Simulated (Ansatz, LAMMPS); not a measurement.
**What do other settings change for glassy 68SiO2-14MgO-11ZnO-7BaO (mol %) (75 atoms)?**

Density of this cell: 3.37 g/cm³. The cell holds 75 atoms: 19 Si, 4 Mg, 3 Zn, 2 Ba and 47 O. Cell: a = 9.700 Å, b = 9.700 Å, c = 9.700 Å, α = 90.0°, β = 90.0°, γ = 90.0°. 75 atoms (19 Si, 4 Mg, 3 Zn, 2 Ba, 47 O) placed at random at 3.37 g/cm³, melted at 4000 K for 10 ps at fixed volume with the Morse and Coulomb pair potential with partial charges (Pedone, Malavasi, Menziani, Cormack and Segre, J. Phys. Chem. B 110, 11780 (2006)). Quenched from 4000 K to 300 K at 25 K/ps and fixed volume, held 5 ps, then minimised at fixed cell.

Geometry: as built.

Reference run: Kohn-Sham DFT, PBE, PAW (set soft_2), plane waves (Ansatz 0.2.0), cutoff 420 eV, Γ point, fixed occupations.

* r.m.s. force component: 1.056 eV/Å
* pressure: 7.905 GPa
* gap (highest filled to lowest empty level): 3.436 eV
* SCF cycles: 9
* time: 34 s on 4 threads of AMD EPYC 7R43, shared host

Q: Estimate how much each variant changes the results, and its time and memory.
- support functions low
- support functions medium
- support functions medium, radius 3.47 Å

Differences are against the plane-wave reference (Kohn-Sham DFT, PBE, PAW (set soft_2), plane waves), whose r.m.s. force component is 1.06 eV/Å. Energies are set beside the reference only for runs with its functional, potentials and electron count. Times are for 4 threads of AMD EPYC 7R43, shared host. The reference's time includes the DOS, ELF, the stress and grids, which some other runs skip.

```
                                    run  Δ force, r.m.s. (meV/Å)  share of r.m.s. force (%)  Δ energy (meV/atom)  Δ gap (eV)  cycles     time  host memory (GiB)
                              reference                        -                          -                    -           -       9     34 s                1.3
                  support functions low                     1.02                     0.0969                -4.85      6.0e-4      14  5.1 min                2.9
               support functions medium                    0.935                     0.0886                -4.87      9.0e-4      16  5.7 min                2.9
support functions medium, radius 3.47 Å                    0.947                     0.0897                -4.87      7.0e-4      17  5.2 min                2.8
```

Among numerical settings the force difference runs from 0.94 meV/Å (support functions medium) to 1.0 meV/Å (support functions low). At 75 atoms the fastest of the runs at a preset level, support functions low, takes roughly 9.0 times the time of plane waves (whose run also made extra analyses, so the like-for-like ratio is larger), in 14 SCF cycles against 9. Differences between support functions and plane waves include what basis error the plane-wave run still has. The force difference hardly changes among these support-function runs, which points to the basis of the plane-wave reference as its main source. 

[Logs are printed without paths, hosts, clocks, repeated set-up lines and the standing remarks that a program may print on its own settings, such as how far it seeks lower states.]

[Hosts, paths, dates, database ids (printed as entryN), source tags and the programs' standing remarks are cut or masked in the printed files.]
